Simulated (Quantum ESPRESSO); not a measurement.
**SiC (Moissanite 3C) under biaxial strain: a fit and a test**

How do the zone-centre modes of SiC (Moissanite 3C) move in a layer strained in its (001) plane?

Method: DFT LDA, scalar-relativistic, plane waves, PseudoDojo norm-conserving pseudopotentials, in Quantum ESPRESSO 7.5.

## 1. The relaxed structure

Symmetry: F-43m, No. 216, cubic system. The conventional cell has a = 4.326 Å, b = 4.326 Å, c = 4.326 Å, α = 90.00°, β = 90.00°, γ = 90.00°. Nearest to Si lie 4 C at 1.87 Å. C has 4 Si at 1.87 Å nearest. Farther neighbours are not listed.

This is the cell after its relaxation at this level of theory, not the database cell from which that began.

## 2. Strained cells

The in-plane lattice vectors are held at a strain ε, as on a substrate; the length along z is set so that σ_zz vanishes; symmetry keeps the atoms on their sites. Modes are taken without the LO-TO term. Cutoff 90 Ry, k mesh 12×12×12.

From the response at ε = -0.03:

The log of the run:

```text
[banners, grids, parts of the stress and lines that vanish by symmetry left out]
Program PHONON v.7.5
     Reading xml data from directory:

[...]
Exchange-correlation= PW
                           (   1   4   0   0   0   0   0)
[...]
kinetic-energy cut-off    =      90.0000  Ry
     charge density cut-off    =     360.0000  Ry
     convergence threshold     =      1.0E-18
[...]
Exchange-correlation= PW
                           (   1   4   0   0   0   0   0)
[...]
q = (   0.0000000   0.0000000   0.0000000 )
      9 Sym.Ops. (with q -> -q+G )
     G cutoff =  301.8455  (  15061 G-vectors)     FFT grid: ( 36, 36, 36)
     number of k points=   163
[...]
Mode symmetry, D_2d (-42m) point group:
[...]
Dielectric constant
[...]
End of electric fields calculation
          Dielectric constant in cartesian axis
          (       6.754568800      -0.000000000       0.000000000 )
          (       0.000000000       6.754568800      -0.000000000 )
          (       0.000000000      -0.000000000       6.945883165 )
          Effective charges (d Force / dE) in cartesian axis without acoustic sum rule applied (asr)
           atom    1  Si    Mean Z*:        2.75889
      Ex  (        2.72778       -0.00000       -0.00000 )
      Ey  (        0.00000        2.72778       -0.00000 )
      Ez  (        0.00000        0.00000        2.82109 )
           atom    2  C     Mean Z*:       -2.76039
      Ex  (       -2.72947       -0.00000        0.00000 )
      Ey  (        0.00000       -2.72947        0.00000 )
      Ez  (        0.00000       -0.00000       -2.82224 )
          Effective charges Sum: Mean:       -0.00151
[...]
Effective charges (d Force / dE) in cartesian axis with asr applied:
           atom    1  Si    Mean Z*:        2.75964
[...]
atom    2  C     Mean Z*:       -2.75964
[...]
Representation #   1 mode #   1
[...]
End of self-consistent calculation
     Convergence has been achieved
     Representation #   2 mode #   2
[...]
End of self-consistent calculation
     Convergence has been achieved
     Representation #   3 modes #   3   4
[...]
End of self-consistent calculation
     Convergence has been achieved
     Representation #   4 modes #   5   6
[...]
End of self-consistent calculation
     Convergence has been achieved
[...]
Dielectric constant in cartesian axis
          (       6.754568800      -0.000000000       0.000000000 )
          (       0.000000000       6.754568800      -0.000000000 )
          (       0.000000000      -0.000000000       6.945883165 )
          Effective charges (d Force / dE) in cartesian axis without acoustic sum rule applied (asr)
           atom    1  Si    Mean Z*:        2.75889
      Ex  (        2.72778       -0.00000       -0.00000 )
      Ey  (        0.00000        2.72778       -0.00000 )
      Ez  (        0.00000        0.00000        2.82109 )
           atom    2  C     Mean Z*:       -2.76039
      Ex  (       -2.72947       -0.00000        0.00000 )
      Ey  (        0.00000       -2.72947        0.00000 )
      Ez  (        0.00000       -0.00000       -2.82224 )
          Effective charges Sum: Mean:       -0.00151
[...]
Effective charges (d Force / dE) in cartesian axis with asr applied:
           atom    1  Si    Mean Z*:        2.75964
[...]
atom    2  C     Mean Z*:       -2.75964
[...]
q = (    0.000000000   0.000000000   0.000000000 )
[...]
freq (    1) =       0.004991 [THz] =       0.166488 [cm-1]
     freq (    2) =       0.006231 [THz] =       0.207829 [cm-1]
     freq (    3) =       0.006231 [THz] =       0.207829 [cm-1]
     freq (    4) =      24.812882 [THz] =     827.668655 [cm-1]
     freq (    5) =      24.812882 [THz] =     827.668655 [cm-1]
     freq (    6) =      25.249934 [THz] =     842.247124 [cm-1]
[...]
Mode symmetry, D_2d (-42m) point group:
     freq (   1-   1) =          0.2  [cm-1]   --> B_2  X_3  W_2   I+R
     freq (   2-   3) =          0.2  [cm-1]   --> E    X_5  W_3   I+R
     freq (   4-   5) =        827.7  [cm-1]   --> E    X_5  W_3   I+R
     freq (   6-   6) =        842.2  [cm-1]   --> B_2  X_3  W_2   I+R

   JOB DONE.
```

The run at ε = 0.01 is held back.

| ε | ε_zz | σ_xx (GPa, tension positive) | singlet (cm⁻¹) | doublet (cm⁻¹) |
| --- | --- | --- | --- | --- |
| -0.03 | 0.0202 | -14.86 | 842.25 | 827.67 |
| -0.02 | 0.0136 | -9.57 | 827.08 | 818.26 |
| -0.01 | 0.0069 | -4.62 | 812.37 | 808.40 |
| 0 | 0.0000 | -0.01 | 798.10 | 798.10 |
| 0.01 | -0.0071 | 4.31 | held back | held back |
| 0.02 | -0.0143 | 8.33 | 770.81 | 776.12 |
| 0.03 | -0.0218 | 12.10 | 757.79 | 764.47 |

## 3. The fit

Parabolas ω = ω₀ + a ε + b ε² through the other rows:

| mode | ω₀ (cm⁻¹) | a (cm⁻¹) | b (cm⁻¹) |
| --- | --- | --- | --- |
| singlet | 798.1 | -1407 | 2142 |
| doublet | 798.1 | -1053 | -2251 |

The biaxial modulus, the linear term of σ_xx, is 449 GPa, so the singlet mode moves by a/M = -3.1 cm⁻¹ a GPa of tensile stress. The ratio −ε_zz/ε near zero is 0.70. For ε = 0.01 the fits predict 784.23 and 787.33 cm⁻¹.

## 4. The run that was held back

The log of the run:

```text
[banners, grids, parts of the stress and lines that vanish by symmetry left out]
[banner, memory and clock lines left out]
Program PHONON v.7.5

[...]
Exchange-correlation= PW
                           (   1   4   0   0   0   0   0)
[...]
kinetic-energy cut-off    =      90.0000  Ry
     charge density cut-off    =     360.0000  Ry
     convergence threshold     =      1.0E-18
[...]
Exchange-correlation= PW
                           (   1   4   0   0   0   0   0)
[...]
q = (   0.0000000   0.0000000   0.0000000 )
      9 Sym.Ops. (with q -> -q+G )
     G cutoff =  305.5626  (  16001 G-vectors)     FFT grid: ( 36, 36, 36)
     number of k points=   163
[...]
Mode symmetry, D_2d (-42m) point group:
[...]
Dielectric constant
[...]
End of electric fields calculation
          Dielectric constant in cartesian axis
          (       6.936792648      -0.000000000       0.000000000 )
          (       0.000000000       6.936792648      -0.000000000 )
          (      -0.000000000      -0.000000000       6.871913834 )
          Effective charges (d Force / dE) in cartesian axis without acoustic sum rule applied (asr)
           atom    1  Si    Mean Z*:        2.71412
      Ex  (        2.72560       -0.00000       -0.00000 )
      Ey  (       -0.00000        2.72560        0.00000 )
      Ez  (       -0.00000        0.00000        2.69116 )
           atom    2  C     Mean Z*:       -2.71560
      Ex  (       -2.72704        0.00000        0.00000 )
      Ey  (       -0.00000       -2.72704       -0.00000 )
      Ez  (        0.00000       -0.00000       -2.69271 )
[...]
Convergence has been achieved
     Representation #   4 modes #   5   6
[...]
End of self-consistent calculation
     Convergence has been achieved
[...]
Dielectric constant in cartesian axis
          (       6.936792648      -0.000000000       0.000000000 )
          (       0.000000000       6.936792648      -0.000000000 )
          (      -0.000000000      -0.000000000       6.871913834 )
          Effective charges (d Force / dE) in cartesian axis without acoustic sum rule applied (asr)
           atom    1  Si    Mean Z*:        2.71412
      Ex  (        2.72560       -0.00000       -0.00000 )
      Ey  (       -0.00000        2.72560        0.00000 )
      Ez  (       -0.00000        0.00000        2.69116 )
           atom    2  C     Mean Z*:       -2.71560
      Ex  (       -2.72704        0.00000        0.00000 )
      Ey  (       -0.00000       -2.72704       -0.00000 )
      Ez  (        0.00000       -0.00000       -2.69271 )
          Effective charges Sum: Mean:       -0.00148
[...]
Effective charges (d Force / dE) in cartesian axis with asr applied:
           atom    1  Si    Mean Z*:        2.71486
[...]
atom    2  C     Mean Z*:       -2.71486
[...]
q = (    0.000000000   0.000000000   0.000000000 )
[...]
freq (    1) =       0.018723 [THz] =       0.624545 [cm-1]
     freq (    2) =       0.018723 [THz] =       0.624545 [cm-1]
     freq (    3) =       0.020693 [THz] =       0.690229 [cm-1]
     freq (    4) =      23.510952 [THz] =     784.240955 [cm-1]
     freq (    5) =      23.603416 [THz] =     787.325207 [cm-1]
     freq (    6) =      23.603416 [THz] =     787.325207 [cm-1]
[...]
Mode symmetry, D_2d (-42m) point group:
     freq (   1-   2) =          0.6  [cm-1]   --> E    X_5  W_3   I+R
     freq (   3-   3) =          0.7  [cm-1]   --> B_2  X_3  W_2   I+R
     freq (   4-   4) =        784.2  [cm-1]   --> B_2  X_3  W_2   I+R
     freq (   5-   6) =        787.3  [cm-1]   --> E    X_5  W_3   I+R
```

It gives 784.24 and 787.33 cm⁻¹.

## 5. What came out

```json
{
  "strain coefficient of the singlet mode": "-1407 cm⁻¹",
  "strain coefficient of the doublet mode": "-1053 cm⁻¹",
  "biaxial modulus": "449 GPa"
}
```

One per cent of tensile strain moves the singlet mode of SiC (Moissanite 3C) by -14.1 cm⁻¹ and the doublet mode by -10.5 cm⁻¹; the fits miss the run held back by up to 0.01 cm⁻¹. At 3 % strain the quadratic term is 5 % of the linear one for the singlet mode and 6 % for the doublet mode. In a polar crystal the line seen along z is the LO mode, whose shift differs. These are harmonic values at zero temperature, without the LO-TO term, for a homogeneous, dislocation-free layer.

[Host names and launcher messages were left out of these logs when they were recorded.]

[Logs are printed without paths, hosts, clocks, repeated set-up lines and the standing remarks that a program may print on its own settings, such as how far it seeks lower states.]

[Hosts, paths, dates, database ids (printed as entryN), source tags and the programs' standing remarks are cut or masked in the printed files.]
